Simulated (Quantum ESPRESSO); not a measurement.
## TiClO: parallel and opposed starts: run 2 (antiferro +−)

Quantum ESPRESSO 7.5; PBEsol; plane waves with GBRV 1.5 PBEsol potentials, no spin-orbit coupling.

The database entry behind the starting cell differs from later determinations by our own check (old inner coordinates), so it need not match the best structure at ambient conditions.

pw.in reads:

```
&CONTROL
  calculation = 'scf'
  prefix = 'pwscf'
  outdir = './tmp'
  pseudo_dir = './pseudo'
  disk_io = 'nowf'
/
&SYSTEM
  ibrav = 0
  celldm(1) = 8
  nat = 6
  ntyp = 4
  ecutwfc = 40
  ecutrho = 280
  nbnd = 35
  occupations = 'smearing'
  smearing = 'fd'
  degauss = 0.00367493
  nspin = 2
  starting_magnetization(1) = 0.0833
  starting_magnetization(2) = -0.0833
  starting_magnetization(3) = 0
  starting_magnetization(4) = 0
/
&ELECTRONS
  conv_thr = 1.2d-08
  electron_maxstep = 150
  mixing_beta = 0.3
/
ATOMIC_SPECIES
Ti1    47.8670 ti_pbesol_v1.4.uspp.F.UPF
Ti2    47.8670 ti_pbesol_v1.4.uspp.F.UPF
Cl     35.4500 cl_pbesol_v1.4.uspp.F.UPF
O      15.9990 o_pbesol_v1.2.uspp.F.UPF
CELL_PARAMETERS alat
   0.7984092876544    0.0000000000000    0.0000000000000
   0.0000000000000    0.8952577515415    0.0000000000000
   0.0000000000000    0.0000000000000    1.8968125975931
ATOMIC_POSITIONS crystal
Ti1     0.0000000000    0.5000000000    0.1220000000
Ti2     0.5000000000    0.0000000000    0.8780000000
Cl      0.5000000000    0.5000000000    0.3200000000
Cl      0.0000000000    0.0000000000    0.6800000000
O       0.5000000000    0.5000000000    0.9350000000
O       0.0000000000    0.0000000000    0.0650000000
K_POINTS automatic
6 6 6 0 0 0
```

Run with:

```console
$ OMP_NUM_THREADS=1 mpirun -n 4 pw.x -nk 4 -in pw.in > pw.out
```

Before running it: what should come out for the spin moment in the atom's sphere?

Opposed moments of equal size cancel, so the cell has no net moment. Symmetry leaves 3 kinds of site among the 6 atoms, and equivalent atoms carry values of equal size.

Spin moment in the atom's sphere by atom:

```
atom  spin moment in the atom's sphere (μB)
 Ti1                                  0.574
 Ti2                                 -0.574
 Cl3                                  0.010
 Cl4                                 -0.010
  O5                                  0.037
  O6                                 -0.037
```

Read from the output:

- magnetization: 0 μB
- absolute magnetization: 1.907 μB
- final state: antiferromagnetic

[Logs and program files are shortened in this print: banners, set-up blocks, solver, clock and traceback lines can be left out without a mark of their own.]

[Logs are printed without paths, hosts, clocks, repeated set-up lines and the standing remarks that a program may print on its own settings, such as how far it seeks lower states.]

[Hosts, paths, dates, database ids (printed as entryN), source tags and the programs' standing remarks are cut or masked in the printed files.]

[Where a cell is said to come from a database of computed structures, the database is the Materials Project.]
